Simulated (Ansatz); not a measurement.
# A hypothetical structure for BPW2

Starting from a made-up structure for BPW2, the aim is the relaxed cell, its shortest contacts and, where a second run follows, its electronic structure.

Method: DFT, PBE, plane-wave PAW, files of the set soft_1, scalar-relativistic, no spin, cell and ions relaxed at zero pressure; PAW set soft_1, in the first sound run; inputs show where later runs differ, in Ansatz 0.2.0.

### Step 1. The starting structure

It takes space group R-3m (No. 166, trigonal). The conventional cell has a = 3.465 Å, b = 3.465 Å, c = 16.531 Å, α = 90.00°, β = 90.00°, γ = 120.00°. Nearest to W lie 3 B at 2.37 Å and 3 P at 2.49 Å. P has 6 W at 2.49 Å nearest. B has 6 W at 2.37 Å nearest. Farther neighbours are not listed.

### Step 2. Relaxing cell and atoms

The guessed cell has no reason to be at equilibrium. It is relaxed with the atoms, within the space group of the guess.

input.yaml reads:

```yaml
crystal:
  lattice:
    - [1.7325, 1.000259341, 5.510333333]
    - [-1.7325, 1.000259341, 5.510333333]
    - [0.0, -2.000518683, 5.510333333]
  atoms:
    - { symbol: W, position: [0.256733331, 0.256733331, 0.256733331] }
    - { symbol: W, position: [0.743266669, 0.743266669, 0.743266669] }
    - { symbol: P, position: [0.5, 0.5, 0.5] }
    - { symbol: B, position: [0.0, 0.0, 0.0] }
kpoints:
  mp_grid: { grid: [9, 9, 9] }
scf:
  occupations: { method: fermi_dirac, width: 0.05 }
hamiltonian:
  xc: pbe
  pseudopotentials: { kind: paw, azcp: { folder: soft_1 } }
relax:
  f_tol: 0.015
  max_steps: 70
  cell: {}
output:
  forces: true
  stress: true
```

The run is started by

```console
> ansatz run input.yaml --threads 4 --pin off --max-ram 8192MiB --backend cpu --events-out ev --progress --plain --runs-dir out
```

Numbers of over 12 decimals in the logs are rounded to 6 here.

Log:

```text
basis.fft_grid_basis auto: the FFT boxes are laid along the combinations [[1, 0, -1], [0, 1, -1], [0, 0, 1]] of the cell's own vectors, 3.465, 3.465 and 5.862 Å long. The dense box has 24×24×40 points. Along the cell's own vectors, as sized, it would have 40×40×40, 2.78 times as many. Of the 12 symmetry operations that the crystal satisfies within crystal.symmetry.tolerance (time reversal apart; of a slab, those that [...]
Engine: ansatz 0.2.0, aarch64-unknown-linux-gnu
Pseudopotentials: kind: paw
Pseudopotential: W, paw, valence charge 14, recommended cutoff 420 eV (normal), soft_1/W.paw.azcp
Pseudopotential: P, paw, valence charge 5, recommended cutoff 420 eV (normal), soft_1/P.paw.azcp
Pseudopotential: B, paw, valence charge 3, recommended cutoff 420 eV (normal), soft_1/B.paw.azcp
Functional definition: PBE
  parameter kappa = 0.804
  parameter beta = 0.066725
  exchange = pbe_x(kappa = kappa, mu = beta*pi^2/3)
  correlation = pbe_c(beta = beta)
Crystal: 4 atoms, lattice volume = 57.295 Å³
Basis set: ecut = 420 eV, 1117 PW (Γ), FFT grids on a1−a3, a2−a3, a3, exchange–correlation on 48×48×80 points (8 copies of the dense FFT grid, shifted against one another)
Bands: 22, of which v1, the nominal top of the filled ones, is band 18 counted from 1 (17 counted from 0)
Symmetry: 12 space group operations
Space group: R-3m (ITA 166), of the structure as read, at distance tolerance 3.9e-5 Å
k-points: 85 of 729
Non-local potential: W, projectors of the file, l = 0: 3, l = 1: 2, l = 2: 2, l = 3: 1
Non-local potential: P, projectors of the file, l = 0: 2, l = 1: 2, l = 2: 1
Non-local potential: B, projectors of the file, l = 0: 2, l = 1: 2, l = 2: 1
PAW form: soft (Blöchl's): semilocal exchange-correlation on the pseudo side does not see the compensation charge
PAW one-centre angular grid: W, 590 points (default); XC on 64 Gauss nodes
PAW one-centre angular grid: P, 110 points (default); XC on 64 Gauss nodes
PAW one-centre angular grid: B, 110 points (default); XC on 64 Gauss nodes
Initial density: superposition of atomic densities (chi_scale 0.1, normalization cell, long waves kept (reshape's long-wave potential 0.00 eV rms))
Initial wavefunctions: pseudopotential atomic-orbital guess
Functional: x = pbe(κ = 0.804, μ = 0.219515), c = pbe(β = 0.066725)
SCF iter   1: F=—  HF=-21684.436856 eV  |F-HF|=—  |Δ(HF+E_count)|=         —  Δρ=8.69e-2  dr2=8.34e0  ethr=3.10e-3  ⟨swp⟩=6.1  Hψ=9437  notcnv=0
preconditioner: auto → Kerker (q_TF=auto, 2.525 Å⁻¹)  [metal: Δε(μ)=0.023 eV  Ē_g=6.684 eV  σ=0.050 eV  W_gap=0.11  n_scr=16 (ndim 8)  ℏωp=21.9 eV  f_vac=0.000  D(μ)=3.05/eV (n_scr^D=28)]
SCF iter   2: F=—  HF=-21682.917357 eV  |F-HF|=—  |Δ(HF+E_count)|=    1.52e0  Δρ=4.05e-2  dr2=1.81e0  ethr=3.10e-3  ⟨swp⟩=2.0  Hψ=3628  notcnv=0
SCF iter   3: F=—  HF=-21682.515556 eV  |F-HF|=—  |Δ(HF+E_count)|=   4.02e-1  Δρ=5.97e-3  dr2=2.96e-2  ethr=3.10e-3  ⟨swp⟩=2.3  Hψ=3087  notcnv=0
SCF iter   4: F=—  HF=-21682.512288 eV  |F-HF|=—  |Δ(HF+E_count)|=   3.27e-3  Δρ=1.08e-3  dr2=1.15e-3  ethr=8.21e-5  ⟨swp⟩=2.6  Hψ=3354  notcnv=0
SCF iter   5: F=—  HF=-21682.512081 eV  |F-HF|=—  |Δ(HF+E_count)|=   2.07e-4  Δρ=2.84e-4  dr2=1.07e-4  ethr=3.20e-6  ⟨swp⟩=2.2  Hψ=2591  notcnv=0
SCF iter   6: F=—  HF=-21682.512063 eV  |F-HF|=—  |Δ(HF+E_count)|=   1.87e-5  Δρ=8.03e-5  dr2=3.84e-6  ethr=2.96e-7  ⟨swp⟩=2.0  Hψ=2636  notcnv=0
SCF iter   7: F=—  HF=-21682.512052 eV  |F-HF|=—  |Δ(HF+E_count)|=   1.12e-5  Δρ=1.18e-5  dr2=7.01e-8  ethr=2.78e-10  ⟨swp⟩=3.2  Hψ=7862  notcnv=0
SCF iter   8: F=-21682.512052 eV  HF=-21682.512052 eV  |F-HF|=7.06e-10  |Δ(HF+E_count)|=   8.51e-9  Δρ=1.93e-6  dr2=2.34e-9  ethr=1.95e-10  ⟨swp⟩=2.2  Hψ=6382  notcnv=0
SCF 1 converged in 8 iterations: F = -21682.512052 eV  dr2 = 2.34e-9
  greatest PAW one-centre occupation: 0.999 electrons in one spin orbital (limit 2), on the W atom at site 1 (counted from 0), in its partial waves of l = 0
relax step   1: F+E_penalty+E_count = -21682.51205161 eV  Δ(F+E_penalty+E_count) = +0.000e0 eV  max|allowed force component| = 2.439e0 eV/Å  Δτ_max = 0.0000 Å  P = -17.501 GPa  Ω = 57.295 Å³  (8 SCF iters, dr2 threshold 1.00e-7 eV, accepted)
Crystal: 4 atoms, lattice volume = 50.025 Å³
Basis set: ecut = 420 eV, 1001 PW (Γ), FFT grids on a1−a3, a2−a3, a3, exchange–correlation on 48×48×80 points (8 copies of the dense FFT grid, shifted against one another)
Initial density: handed on by an earlier stage of this run
Initial wavefunctions: those handed on with the density
SCF iter   1: F=—  HF=-21683.737903 eV  |F-HF|=—  |Δ(HF+E_count)|=         —  Δρ=3.55e-2  dr2=1.53e0  ethr=3.10e-3  ⟨swp⟩=6.7  Hψ=9264  notcnv=0
preconditioner: auto → Kerker (q_TF=auto, 2.583 Å⁻¹)  [metal: Δε(μ)=0.024 eV  Ē_g=7.015 eV  σ=0.050 eV  W_gap=0.12  n_scr=16 (ndim 8)  ℏωp=23.5 eV  f_vac=0.000  D(μ)=1.79/eV (n_scr^D=16)]
SCF iter   2: F=—  HF=-21683.489180 eV  |F-HF|=—  |Δ(HF+E_count)|=   2.49e-1  Δρ=1.87e-2  dr2=5.13e-1  ethr=3.10e-3  ⟨swp⟩=1.5  Hψ=2616  notcnv=0
SCF iter   3: F=—  HF=-21683.372597 eV  |F-HF|=—  |Δ(HF+E_count)|=   1.17e-1  Δρ=2.87e-3  dr2=1.57e-2  ethr=1.42e-3  ⟨swp⟩=2.0  Hψ=2971  notcnv=0
SCF iter   4: F=—  HF=-21683.369306 eV  |F-HF|=—  |Δ(HF+E_count)|=   3.29e-3  Δρ=7.46e-4  dr2=3.66e-4  ethr=4.35e-5  ⟨swp⟩=2.0  Hψ=2802  notcnv=0
SCF iter   5: F=—  HF=-21683.369239 eV  |F-HF|=—  |Δ(HF+E_count)|=   6.76e-5  Δρ=1.49e-4  dr2=1.28e-5  ethr=1.02e-6  ⟨swp⟩=2.0  Hψ=2728  notcnv=0
SCF iter   6: F=-21683.369239 eV  HF=-21683.369239 eV  |F-HF|=2.11e-10  |Δ(HF+E_count)|=   4.99e-7  Δρ=2.64e-5  dr2=2.92e-7  ethr=1.11e-9  ⟨swp⟩=3.1  Hψ=7865  notcnv=0
SCF 2 converged in 6 iterations: F = -21683.369239 eV  dr2 = 2.92e-7
relax step   2: F+E_penalty+E_count = -21683.36923937 eV  Δ(F+E_penalty+E_count) = -8.572e-1 eV  max|allowed force component| = 5.301e-2 eV/Å  Δτ_max = 0.1956 Å  P = +20.152 GPa  Ω = 50.025 Å³  energy of the carried Pulay correction = +3.207e-3 eV  (6 SCF iters, dr2 threshold 4.00e-7 eV, accepted)
Crystal: 4 atoms, lattice volume = 52.469 Å³
Basis set: ecut = 420 eV, 1051 PW (Γ), FFT grids on a1−a3, a2−a3, a3, exchange–correlation on 48×48×80 points (8 copies of the dense FFT grid, shifted against one another)
iter 1 solved again at ethr=2.73e-4 eV; its pass at ethr=3.10e-3 eV (dr2=9.85e-2 eV) is discarded
SCF iter   1: F=—  HF=-21683.772558 eV  |F-HF|=—  |Δ(HF+E_count)|=         —  Δρ=7.01e-3  dr2=9.89e-2  ethr=2.73e-4  ⟨swp⟩=1.0  Hψ=10824  notcnv=0
preconditioner: auto → Kerker (q_TF=auto, 2.562 Å⁻¹)  [metal: Δε(μ)=0.029 eV  Ē_g=6.617 eV  σ=0.050 eV  W_gap=0.15  n_scr=16 (ndim 8)  ℏωp=22.9 eV  f_vac=0.000  D(μ)=1.52/eV (n_scr^D=10)]
SCF iter   2: F=—  HF=-21683.760722 eV  |F-HF|=—  |Δ(HF+E_count)|=   1.18e-2  Δρ=4.13e-3  dr2=3.91e-2  ethr=2.73e-4  ⟨swp⟩=1.1  Hψ=1875  notcnv=0
SCF iter   3: F=—  HF=-21683.752903 eV  |F-HF|=—  |Δ(HF+E_count)|=   7.82e-3  Δρ=7.88e-4  dr2=9.16e-4  ethr=1.09e-4  ⟨swp⟩=2.0  Hψ=2911  notcnv=0
SCF iter   4: F=—  HF=-21683.752718 eV  |F-HF|=—  |Δ(HF+E_count)|=   1.85e-4  Δρ=2.29e-4  dr2=3.02e-5  ethr=2.55e-6  ⟨swp⟩=2.0  Hψ=2576  notcnv=0
SCF iter   5: F=—  HF=-21683.752714 eV  |F-HF|=—  |Δ(HF+E_count)|=   3.69e-6  Δρ=4.05e-5  dr2=6.95e-7  ethr=8.39e-8  ⟨swp⟩=2.0  Hψ=2699  notcnv=0
SCF iter   6: F=-21683.752715 eV  HF=-21683.752715 eV  |F-HF|=1.92e-9  |Δ(HF+E_count)|=   2.62e-7  Δρ=6.28e-6  dr2=1.60e-8  ethr=1.11e-9  ⟨swp⟩=4.0  Hψ=6177  notcnv=0
SCF 3 converged in 6 iterations: F = -21683.752715 eV  dr2 = 1.60e-8
relax step   3: F+E_penalty+E_count = -21683.75271472 eV  Δ(F+E_penalty+E_count) = -3.835e-1 eV  max|allowed force component| = 4.327e-1 eV/Å  Δτ_max = 0.0053 Å  P = +4.957 GPa  Ω = 52.469 Å³  energy of the carried Pulay correction = +2.081e-3 eV  (6 SCF iters, dr2 threshold 4.00e-7 eV, accepted)
[...]
relax step   4: F+E_penalty+E_count = -21683.87317399 eV  Δ(F+E_penalty+E_count) = -1.205e-1 eV  max|allowed force component| = 1.257e0 eV/Å  Δτ_max = 0.0499 Å  P = +4.138 GPa  Ω = 52.994 Å³  energy of the carried Pulay correction = +1.846e-3 eV  (6 SCF iters, dr2 threshold 4.00e-7 eV, accepted)
[...]
relax step   5: F+E_penalty+E_count = -21683.93364878 eV  Δ(F+E_penalty+E_count) = -6.047e-2 eV  max|allowed force component| = 2.601e-1 eV/Å  Δτ_max = 0.0384 Å  P = -0.981 GPa  Ω = 53.317 Å³  energy of the carried Pulay correction = +1.702e-3 eV  (6 SCF iters, dr2 threshold 4.00e-7 eV, accepted)
[...]
relax step   6: F+E_penalty+E_count = -21683.93765968 eV  Δ(F+E_penalty+E_count) = -4.011e-3 eV  max|allowed force component| = 1.827e-2 eV/Å  Δτ_max = 0.0067 Å  P = -0.137 GPa  Ω = 53.261 Å³  energy of the carried Pulay correction = +1.727e-3 eV  (6 SCF iters, dr2 threshold 4.00e-7 eV, accepted)
[...]
relax step   7: F+E_penalty+E_count = -21683.93768832 eV  Δ(F+E_penalty+E_count) = -2.863e-5 eV  max|allowed force component| = 1.643e-3 eV/Å  Δτ_max = 0.0004 Å  P = +0.007 GPa  Ω = 53.236 Å³  energy of the carried Pulay correction = +1.738e-3 eV  (6 SCF iters, dr2 threshold 6.28e-8 eV, accepted)
[...]
relax step   8: F+E_penalty+E_count = -21683.93760352 eV  Δ(F+E_penalty+E_count) = +8.479e-5 eV  max|allowed force component| = 2.219e-3 eV/Å  Δτ_max = 0.0000 Å  P = +0.019 GPa  Ω = 53.236 Å³  stress off target by 8.46e-2 GPa  SCF on the basis re-selected at this cell (its energy is not comparable with the rows above)  (6 SCF iters)
[...]
relax step   9: F+E_penalty+E_count = -21683.93761053 eV  Δ(F+E_penalty+E_count) = -7.006e-6 eV  max|allowed force component| = 3.327e-4 eV/Å  Δτ_max = 0.0000 Å  P = -0.001 GPa  Ω = 53.237 Å³  energy of the carried Pulay correction = +3.435e-7 eV  (6 SCF iters, dr2 threshold 1.79e-8 eV, accepted)
iter 1 solved again at ethr=9.16e-9 eV; its pass at ethr=3.10e-3 eV (dr2=3.30e-6 eV) is discarded
SCF iter   1: F=—  HF=-21683.937607 eV  |F-HF|=—  |Δ(HF+E_count)|=         —  Δρ=1.31e-6  dr2=1.39e-10  ethr=9.16e-9  ⟨swp⟩=3.7  Hψ=14499  notcnv=0
iter 2 did not close the SCF: its close was put off for the readings that it lacked (scf_convergence_deferred on its scf_iter line)
SCF iter   2: F=-21683.937610 eV  HF=-21683.937610 eV  |F-HF|=7.28e-11  |Δ(HF+E_count)|=   2.49e-6  Δρ=6.84e-7  dr2=3.28e-11  ethr=1.00e-12  ⟨swp⟩=3.0  Hψ=4163  notcnv=0
iter 3 did not close the SCF: its close was put off for the readings that it lacked (scf_convergence_deferred on its scf_iter line)
SCF iter   3: F=-21683.937610 eV  HF=-21683.937610 eV  |F-HF|=1.46e-11  |Δ(HF+E_count)|=  5.46e-11  Δρ=2.53e-7  dr2=4.69e-12  ethr=1.00e-12  ⟨swp⟩=1.0  Hψ=1870  notcnv=0
iter 4 did not close the SCF: its close was put off for the readings that it lacked (scf_convergence_deferred on its scf_iter line)
SCF iter   4: F=-21683.937610 eV  HF=-21683.937610 eV  |F-HF|=7.28e-12  |Δ(HF+E_count)|=  2.91e-11  Δρ=1.52e-8  dr2=7.49e-14  ethr=1.00e-12  ⟨swp⟩=1.0  Hψ=1870  notcnv=0
iter 5 did not close the SCF: its close was put off for the readings that it lacked (scf_convergence_deferred on its scf_iter line)
SCF iter   5: F=-21683.937610 eV  HF=-21683.937610 eV  |F-HF|=1.09e-11  |Δ(HF+E_count)|=  1.09e-11  Δρ=2.69e-9  dr2=5.39e-15  ethr=1.00e-12  ⟨swp⟩=1.0  Hψ=1870  notcnv=0
SCF iter   6: F=-21683.937610 eV  HF=-21683.937610 eV  |F-HF|=1.46e-11  |Δ(HF+E_count)|=  1.46e-11  Δρ=9.48e-10  dr2=5.43e-16  ethr=1.00e-12  ⟨swp⟩=1.0  Hψ=4084  notcnv=0
SCF 10 converged in 6 iterations: F = -21683.937610 eV  dr2 = 5.43e-16
relax step  10: F+E_penalty+E_count = -21683.93760974 eV  Δ(F+E_penalty+E_count) = +7.901e-7 eV  max|allowed force component| = 3.329e-4 eV/Å  Δτ_max = 0.0000 Å  P = -0.001 GPa  Ω = 53.237 Å³  stress off target by 5.58e-3 GPa  SCF on the basis re-selected at this cell (its energy is not comparable with the rows above)  (6 SCF iters)
basis re-selected at this cell: Δ(F+E_penalty+E_count) = +7.901e-7 eV, ΔP = +0.000 GPa vs the last step (what re-selecting the basis moved, of the pressure what is left beyond the Pulay correction that the steps carried, after the strain that the cell walked since its last selection, with what the two solves' SCF thresholds leave and, on support functions, any second-order correction that the steps lacked; it is no m [...]
SCF converged after 6 iterations
Free energy (F): -21683.937610 eV
Harris-Foulkes:  -21683.937610 eV  (|F-HF|=1.46e-11)
Internal energy: -21683.925255 eV  (E = F + TS)
E sigma→0 (E₀):  -21683.931432 eV
Entropy (-TS):   -0.012355 eV (-3.089 meV/atom)
Fermi energy:    17.783099 eV
--- Per-component energies (eV) ---
  E_band       = -220.507596
  E_kinetic    = 964.584463
  E_local      = -1680.582199  (includes V_loc(G=0)·N_el)
  E_nonlocal   = -10.222697
  E_hartree    = 702.059645
  E_xc         = -642.293622
  E_vxc        = -564.038508  (∫ρ·V_xc dr)
  E_paw        = -17791.731879  (= ΣΔE_a)
  E_vpaw       = -334.368244  (= ΣTr[D̂ρ^β])
  E_aug_tail   = 0.000298  (compensation charges beyond the density's cutoff)
  E_ewald      = -3225.739265
  E_smearing   = -0.012355  (= −TS)
  E_closure    = 0.000000  (closes the sum)
  Σ components = -21683.937610   (vs F -21683.937610, Δ=0.00e0)
--- Forces (eV/Å), atoms counted from 1 ---
  atom   1  W     -0.00000000     0.00000000    -0.00033286
  atom   2  W      0.00000000    -0.00000000     0.00033286
  atom   3  P     -0.00000000    -0.00000000     0.00000000
  atom   4  B     -0.00000000     0.00000000     0.00000000
  max |Σ_I F_I| component: 1.85e-17 eV/Å
--- Stress (GPa, compression-positive) ---
        0.000774       0.000000      -0.000000
        0.000000       0.000774       0.000000
       -0.000000       0.000000      -0.005583
  P = ⅓ Tr σ = -0.0013 GPa (-0.013 kbar)
--- Relaxed structure (8 steps of the walk, 8 accepted, 2 SCFs on fresh bases) ---
  F+E_penalty+E_count = -21683.93760974 eV   max|allowed force component| = 3.329e-4 eV/Å   (the final SCF, on the basis selected at the relaxed cell)
  cell:  # Å, volume = 53.2374 Å³
    - [1.604970, 0.926630, 5.966121]
    - [-1.604970, 0.926630, 5.966121]
    - [0, -1.853260, 5.966121]
  atoms:
    - { symbol: W, position: [0.270006, 0.270006, 0.270006] }
    - { symbol: W, position: [0.729994, 0.729994, 0.729994] }
    - { symbol: P, position: [0.5, 0.5, 0.5] }
    - { symbol: B, position: [0, 0, 0] }
```

It took 10 s on 4 threads of Arm Neoverse V2, shared host; peak memory 0.42 GiB; 38 s of CPU time.

The steps of the relaxation:

```
step  energy less that of the first step (eV)  largest force component (eV/Å)  pressure (GPa)  volume (Å³)
   1                                   0.0000                          2.4389          -17.50        57.29
   2                                  -0.8572                          0.0530           20.15        50.02
   3                                  -1.2407                          0.4327            4.96        52.47
   4                                  -1.3611                          1.2568            4.14        52.99
   5                                  -1.4216                          0.2601           -0.98        53.32
   6                                  -1.4256                          0.0183           -0.14        53.26
   7                                  -1.4256                          0.0016            0.01        53.24
  8*                                  -1.4256                          0.0022            0.02        53.24
   9                                  -1.4256                          0.0003            0.00        53.24
 10*                                  -1.4256                          0.0003            0.00        53.24
```

Relaxation steps marked * repeat the geometry before them on a plane-wave basis chosen anew for their cell, so energy and pressure can jump there.

Forces are held to the 12 operations that the run works with; a distortion that breaks them can't arise in this run.

```
conventional cell, symmetrised  before   after  change
                         a (Å)   3.465   3.210  -7.4 %
                         b (Å)   3.465   3.210  -7.4 %
                         c (Å)  16.531  17.898  +8.3 %
              volume (Å³/atom)   14.32   13.31  -7.1 %
```

The atoms that moved most (Å, as changes of fractional coordinates times the final cell):

```
atom     dx     dy      dz  length
  W2  0.000  0.000  -0.238   0.238
  W1  0.000  0.000   0.238   0.238
```

Numbers from this step:

```
free energy             : -21683.9376 eV
energy at zero smearing : -21683.9314 eV
smearing term TS        : 0.01235 eV
Fermi energy            : 17.78 eV
electrons               : 36
symmetry operations     : 12
pressure                : -0.001345 GPa
```

Shortest distances by pair of elements, guess and relaxed (not always the same contact):

```
pair  guess (Å)  relaxed (Å)
 B–W      2.368        2.172
 P–W      2.494        2.618
 W–W      3.227        2.928
 P–P      3.465        3.210
 B–B      3.465        3.210
```

The relaxation ends with a largest force component of 3.3e-4 eV/Å and a pressure of 0.00 GPa.

(Part 1 of 2 ends here.)

[Logs are printed without paths, hosts, clocks, repeated set-up lines and the standing remarks that a program may print on its own settings, such as how far it seeks lower states.]

[Hosts, paths, dates, database ids (printed as entryN), source tags and the programs' standing remarks are cut or masked in the printed files.]
